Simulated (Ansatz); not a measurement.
## Optical response of AlN

Wanted: where AlN starts to absorb, how strongly, and its refractive index. The cell comes from an older database entry, whose edges can differ from later determinations, mostly by under a per cent.

Program: Ansatz 0.2.0. Level of theory: DFT, PBE, plane-wave PAW, default files, scalar-relativistic, independent-particle optical response without local fields. Results are calculated unless marked as measured.

The database entry behind the starting cell differs from later determinations by our own check (inner coordinate u about 0.002 short), so it need not match the best structure at ambient conditions.

**1. Set-up**

Symmetry: P6_3mc, No. 186, hexagonal system. Conventional cell: a = 3.113 Å, b = 3.113 Å, c = 4.981 Å, α = 90.00°, β = 90.00°, γ = 120.00°. Al has 4 N at 1.89 Å nearest. Nearest to N lie 4 Al at 1.89 Å. Farther neighbours and most contacts between anions are not listed.

**2. Ground state and bands**

First the ground state: is it a metal or has it a gap?

This step: DFT, PBE, plane-wave PAW, default files, scalar-relativistic, ground state (Ansatz 0.2.0).

Input file input.yaml:

```yaml
crystal:
  lattice:
    - [3.113, 0.0, 0.0]
    - [-1.5565, 2.695937082, 0.0]
    - [0.0, 0.0, 4.981]
  atoms:
    - { symbol: Al, position: [0.6666666667, 0.3333333333, 0.5] }
    - { symbol: Al, position: [0.3333333333, 0.6666666667, 0.0] }
    - { symbol: "N", position: [0.6666666667, 0.3333333333, 0.88] }
    - { symbol: "N", position: [0.3333333333, 0.6666666667, 0.38] }
kpoints:
  mp_grid: { grid: [8, 8, 5] }
  band_path:
    path:
      - [[0.0, 0.0, 0.0], [0.5, 0.0, 0.0], [0.33333333, 0.33333333, 0.0], [0.0, 0.0, 0.0], [0.0, 0.0, 0.5], [0.5, 0.0, 0.5], [0.33333333, 0.33333333, 0.5], [0.0, 0.0, 0.5]]
      - [[0.5, 0.0, 0.5], [0.5, 0.0, 0.0]]
      - [[0.33333333, 0.33333333, 0.0], [0.33333333, 0.33333333, 0.5]]
    npoints: 6
scf:
  occupations: { method: fermi_dirac, width: 0.05 }
  n_extra_bands: 8
hamiltonian:
  xc: pbe
  pseudopotentials: { kind: paw }
output:
  forces: true
  stress: true
  populations: true
  write_bands: true
  write_density: true
  write_potential: true
  elf: true
  volumetric_format: npy
```

Run with:

```bash
> ansatz run input.yaml --threads 4 --pin off --max-ram 8192MiB --backend cpu --events-out ev --progress --plain --runs-dir out
```

Numbers of over 12 decimals in the logs are rounded to 6 here.

The program printed:

```text
scf.n_extra_bands = 8 over 8 filled bands (N_el = 16.0): the run solves 16 bands
Engine: ansatz 0.2.0, x86_64-unknown-linux-gnu
Pseudopotentials: kind: paw
Pseudopotential: Al, paw, valence charge 3, recommended cutoff 420 eV (normal), Al.paw.azcp
Pseudopotential: N, paw, valence charge 5, recommended cutoff 420 eV (normal), N.paw.azcp
Functional definition: PBE
  parameter kappa = 0.804
  parameter beta = 0.066725
  exchange = pbe_x(kappa = kappa, mu = beta*pi^2/3)
  correlation = pbe_c(beta = beta)
Crystal: 4 atoms, lattice volume = 41.803 Å³
Basis set: ecut = 420 eV, 809 PW (Γ), exchange–correlation on 48×48×72 points (8 copies of the dense FFT grid, shifted against one another)
Bands: 16, of which v1, the nominal top of the filled ones, is band 8 counted from 1 (7 counted from 0)
Symmetry: 12 space group operations
Space group: P63mc (ITA 186), of the structure as read, at distance tolerance 3.5e-5 Å
k-points: 30 of 320 (time reversal used)
Non-local potential: Al, projectors of the file, l = 0: 2, l = 1: 2, l = 2: 1
Non-local potential: N, projectors of the file, l = 0: 2, l = 1: 2, l = 2: 1
PAW form: soft (Blöchl's): semilocal exchange-correlation on the pseudo side does not see the compensation charge
PAW one-centre angular grid: Al, 110 points (default); XC on 64 Gauss nodes
PAW one-centre angular grid: N, 110 points (default); XC on 64 Gauss nodes
Initial density: superposition of atomic densities (neutral atoms: chi_scale 0, normalization atom), corrected by the library's trained network
Initial wavefunctions: pseudopotential atomic-orbital guess
Functional: x = pbe(κ = 0.804, μ = 0.219515), c = pbe(β = 0.066725)
SCF iter   1: F=—  HF=-1848.497417 eV  |F-HF|=—  |Δ(HF+E_count)|=         —  Δρ=8.37e-4  dr2=1.49e-4  ethr=1.77e-3  ⟨swp⟩=5.4  Hψ=2747  notcnv=0  defer=8
preconditioner: auto → none  [insulator: Δε(μ)=4.209 eV  Ē_g=15.377 eV  σ=0.050 eV  W_gap=1.00  n_scr=2 (ndim 8)  ℏωp=23.0 eV  f_vac=0.000  D(μ)=0.00/eV (n_scr^D=0)  ε∞_Penn≈3.2]
SCF iter   2: F=—  HF=-1848.497691 eV  |F-HF|=—  |Δ(HF+E_count)|=   2.74e-4  Δρ=4.07e-4  dr2=2.54e-5  ethr=9.29e-7  ⟨swp⟩=2.2  Hψ=882  notcnv=0  defer=26
SCF iter   3: F=—  HF=-1848.497549 eV  |F-HF|=—  |Δ(HF+E_count)|=   1.42e-4  Δρ=5.20e-5  dr2=4.14e-7  ethr=1.59e-7  ⟨swp⟩=2.0  Hψ=614  notcnv=0  defer=26
iter 4 did not close the SCF: its close was put off for the readings that it lacked (scf_convergence_deferred on its scf_iter line)
SCF iter   4: F=-1848.497550 eV  HF=-1848.497550 eV  |F-HF|=1.06e-8  |Δ(HF+E_count)|=   1.03e-6  Δρ=9.53e-6  dr2=1.83e-8  ethr=2.59e-9  ⟨swp⟩=2.5  Hψ=654  notcnv=0  defer=26
iter 5 did not close the SCF: its close was put off for the readings that it lacked (scf_convergence_deferred on its scf_iter line)
SCF iter   5: F=-1848.497550 eV  HF=-1848.497550 eV  |F-HF|=6.03e-11  |Δ(HF+E_count)|=   1.24e-8  Δρ=1.59e-6  dr2=4.23e-10  ethr=1.14e-10  ⟨swp⟩=3.0  Hψ=686  notcnv=0  defer=26
SCF iter   6: F=-1848.497550 eV  HF=-1848.497550 eV  |F-HF|=9.09e-13  |Δ(HF+E_count)|=  8.21e-11  Δρ=2.27e-7  dr2=9.11e-12  ethr=2.64e-12  ⟨swp⟩=7.3  Hψ=2685  notcnv=0
SCF 1 converged in 6 iterations: F = -1848.497550 eV  dr2 = 9.11e-12
  greatest PAW one-centre occupation: 0.788 electrons in one spin orbital (limit 2), on the N atom at site 3 (counted from 0), in its partial waves of l = 0
NSCF: frozen V_eff on 57 k-points
SCF converged after 6 iterations
Free energy (F): -1848.497550 eV
Harris-Foulkes:  -1848.497550 eV  (|F-HF|=9.09e-13)
Internal energy: -1848.497550 eV  (E = F + TS)
E sigma→0 (E₀):  -1848.497550 eV
Fermi energy:    9.245801 eV
--- Per-component energies (eV) ---
  E_band       = 30.375827
  E_kinetic    = 318.956837
  E_local      = -448.270675  (includes V_loc(G=0)·N_el)
  E_nonlocal   = 110.841169
  E_hartree    = 155.686047
  E_xc         = -203.726754
  E_vxc        = -215.996345  (∫ρ·V_xc dr)
  E_paw        = -1190.321097  (= ΣΔE_a)
  E_vpaw       = -46.527481  (= ΣTr[D̂ρ^β])
  E_aug_tail   = 0.000194  (compensation charges beyond the density's cutoff)
  E_ewald      = -591.663270
  E_smearing   = -0.000000  (= −TS)
  E_closure    = -0.000000  (closes the sum)
  Σ components = -1848.497550   (vs F -1848.497550, Δ=0.00e0)
--- Forces (eV/Å), atoms counted from 1 ---
  atom   1  Al     0.00000000     0.00000000    -0.12919214
  atom   2  Al     0.00000000    -0.00000000    -0.12919214
  atom   3  N      0.00000000    -0.00000000     0.12917083
  atom   4  N      0.00000000     0.00000000     0.12917083
  max |Σ_I F_I| component: 4.26e-5 eV/Å
--- Stress (GPa, compression-positive) ---
        3.194733       0.000000      -0.000000
        0.000000       3.194733       0.000000
       -0.000000       0.000000       4.777088
  P = ⅓ Tr σ = 3.7222 GPa (37.222 kbar)
--- Band table (eV; the first three rows and the last of 30) ---
  k-point 0: bands = [... 4 lower, 6.2906, 6.9400, 6.9400, 7.1196, 11.3323, 13.7884, 17.7301, 18.2932, ... 4 higher]
  k-point 1: bands = [... 4 lower, 6.3494, 6.3494, 6.8744, 6.8744, 12.0017, 13.8769, 17.4953, 18.2559, ... 4 higher]
  k-point 2: bands = [... 4 lower, 6.5062, 6.5062, 6.7067, 6.7067, 13.1399, 13.8474, 17.2791, 17.9078, ... 4 higher]
  k-point 29: bands = [... 4 lower, 3.3946, 3.9905, 6.0590, 6.3091, 13.6156, 14.4321, 15.5065, 15.7888, ... 4 higher]
--- Löwdin populations: 4 sites ---
  site symbol       q [e]
     0     Al      1.9021
     1     Al      1.9021
     2      N      6.0340
     3      N      6.0340
  spilling = 0.007988 (of n_electrons = 16.000000)
```

The job ended after 0.77 s (4 threads of Intel Xeon Platinum 8375C at 2.90GHz (Ice Lake), shared host; peak memory 0.57 GiB; 2.5 s of CPU time).

In the SCF lines HF is the Harris–Foulkes energy and dr2 the Hartree energy of the density residual, in eV; the loop may stop once dr2 is under the threshold and the program's other checks hold. Hψ counts applications of the Hamiltonian.

Numbers from this step:

```
free energy                  : -1848.4975 eV
Fermi energy                 : 9.246 eV
gap by band count            : 4.213 eV
electrons                    : 16
symmetry operations          : 12
pressure                     : 3.722 GPa
gap on the k-mesh            : 4.213 eV
volume                       : 41.80 Å³
gap on the path              : 4.213 eV
least direct gap on the path : 4.213 eV
```

There is a gap, 4.21 eV on the path, so no carriers' term is needed. The cell is left with a pressure of 3.7 GPa and forces up to 0.13 eV/Å, as it stands unrelaxed at this level.

The electronic bands at the labelled points (eV, zero at the Fermi level; v1 is the highest filled band, c1 the lowest empty one):

```csv
point,v4,v3,v2,v1,c1,c2,c3,c4
Γ,-2.96,-2.31,-2.31,-2.13,2.09,4.54,8.48,9.05
halfway,-4.55,-3.66,-2.56,-2.51,4.08,5.50,5.97,7.92
M,-5.45,-4.18,-3.89,-2.78,3.69,3.71,6.08,8.17
halfway,-5.20,-5.09,-3.98,-3.62,3.40,5.03,6.76,7.95
K,-5.88,-4.54,-4.49,-4.49,2.94,6.24,7.56,7.56
halfway,-5.47,-3.79,-2.99,-2.71,4.72,5.34,6.43,7.01
Γ,-2.96,-2.31,-2.31,-2.13,2.09,4.54,8.48,9.05
halfway,-2.87,-2.87,-2.41,-2.41,3.04,4.66,8.16,9.01
A,-2.64,-2.64,-2.64,-2.64,4.34,4.34,8.22,8.22
halfway,-3.70,-3.70,-3.13,-3.13,4.42,4.42,7.39,7.39
L,-3.56,-3.56,-3.47,-3.47,3.21,3.21,7.17,7.17
halfway,-4.84,-4.84,-3.04,-3.04,4.06,4.06,7.11,7.11
H,-5.95,-5.95,-2.90,-2.90,5.31,5.31,5.74,5.74
halfway,-3.93,-3.93,-3.32,-3.32,4.61,4.61,7.37,7.37
A,-2.64,-2.64,-2.64,-2.64,4.34,4.34,8.22,8.22
jump to L,-3.56,-3.56,-3.47,-3.47,3.21,3.21,7.17,7.17
halfway,-4.67,-4.01,-3.31,-3.03,2.96,3.79,7.24,7.34
M,-5.45,-4.18,-3.89,-2.78,3.69,3.71,6.08,8.17
jump to K,-5.88,-4.54,-4.49,-4.49,2.94,6.24,7.56,7.56
halfway,-6.53,-5.03,-3.59,-3.59,3.78,6.10,6.56,6.56
H,-5.95,-5.95,-2.90,-2.90,5.31,5.31,5.74,5.74
```

Electrostatic potential energy in the ac plane at fractional y = 0.333, with atoms of Al and N within 0.2 Å of it. With pseudopotentials it is smooth inside the atoms' cores, unlike the true potential.

Values in eV, 22 rows by 16 columns, each cell a mean:
```
  4   1  -1  -2   0   3   5   4  -9 -27 -37 -39 -31 -15   1   6
  6   4   2   2   3   5   6   0 -21 -39 -39 -39 -39 -28  -6   6
  7   7   5   5   6   7   7  -1 -23 -39 -39 -39 -39 -31  -6   7
  9   9   8   8   8   9   9   4 -13 -32 -38 -39 -35 -20   0   8
 10  10  10  10  10  10  10   8   0 -13 -22 -24 -16  -4   6   9
 10  10  10  10  10  10  10   8   6   2  -2  -3   1   5   8   9
  9  10  10  10  10   9   8   6   4   1  -1  -2   0   3   6   8
  7   9  10  10  10   8   6   1  -4  -7  -8  -8  -7  -5  -1   4
  5   8  10  10   9   7   2  -5  -9  -7  -4  -4  -6  -9  -7   0
  4   8   9  10   8   5  -1  -8  -8  -2   3   3   0  -6  -9  -4
  3   7   9   9   8   5  -2  -8  -6   1   5   5   3  -4  -9  -5
  4   8   9   9   8   5  -1  -8  -7  -1   3   3   1  -5  -9  -3
  6   8   8   8   8   6   2  -5  -8  -7  -4  -3  -6  -8  -7   0
  7   9   9   8   8   8   5   1  -5  -8  -9  -9  -9  -6  -1   4
  9  10  10   9   9   9   8   6   2  -1  -3  -4  -2   1   5   8
 10  10  10  10  10  10  10   9   7   6   5   5   5   7   8   9
 10  10  10  10  10  10  10  10   9   9   8   8   8   9  10  10
  9   9   8   8   8   9   9  10  10  10  10  10  10  10  10  10
  7   6   5   5   6   7   8   9  10  10  10  10  10  10  10   9
  6   3   2   1   2   4   7   9  10  10  10  10  10  10   9   8
  4   1  -2  -2   0   2   5   8   9   9   8   7   8   9   8   7
  3   0  -3  -3  -1   2   5   7   5  -2  -9 -10  -5   3   7   6
```
Atoms in or near the plane, at fractional coordinates: Al at (0.67, 0.50), N at (0.67, 0.88).

Valence density in the ac plane at fractional y = 0.333, with atoms of Al and N within 0.2 Å of it. It is the smooth field of the valence electrons, not physical close to the nuclei.

Ten even steps from '_' (0.1 e/Å³) to '@' (3.6 e/Å³):
```
____________..::--++####**==::..
..__________..::++%%@@@@@@**--..
____________..--++@@@@@@@@##--..
____________..::++%%@@@@@@**--..
______________..--++##%%**==::..
______________..::--====--::..__
________________..::::::::..____
__________________........______
________________________________
________________________________
________________________________
________________________________
________________________________
__..........____________________
............____________________
__..........____________________
____......______________________
________________________________
________________________________
________________________________
________________________________
________________________________
________________________________
________________............____
______________..::--====--::....
```
Atoms in or near the plane, at fractional coordinates: Al at (0.67, 0.50), N at (0.67, 0.88).

[end of part 1 of 2]

[Logs are printed without paths, hosts, clocks, repeated set-up lines and the standing remarks that a program may print on its own settings, such as how far it seeks lower states.]

[Hosts, paths, dates, database ids (printed as entryN), source tags and the programs' standing remarks are cut or masked in the printed files.]
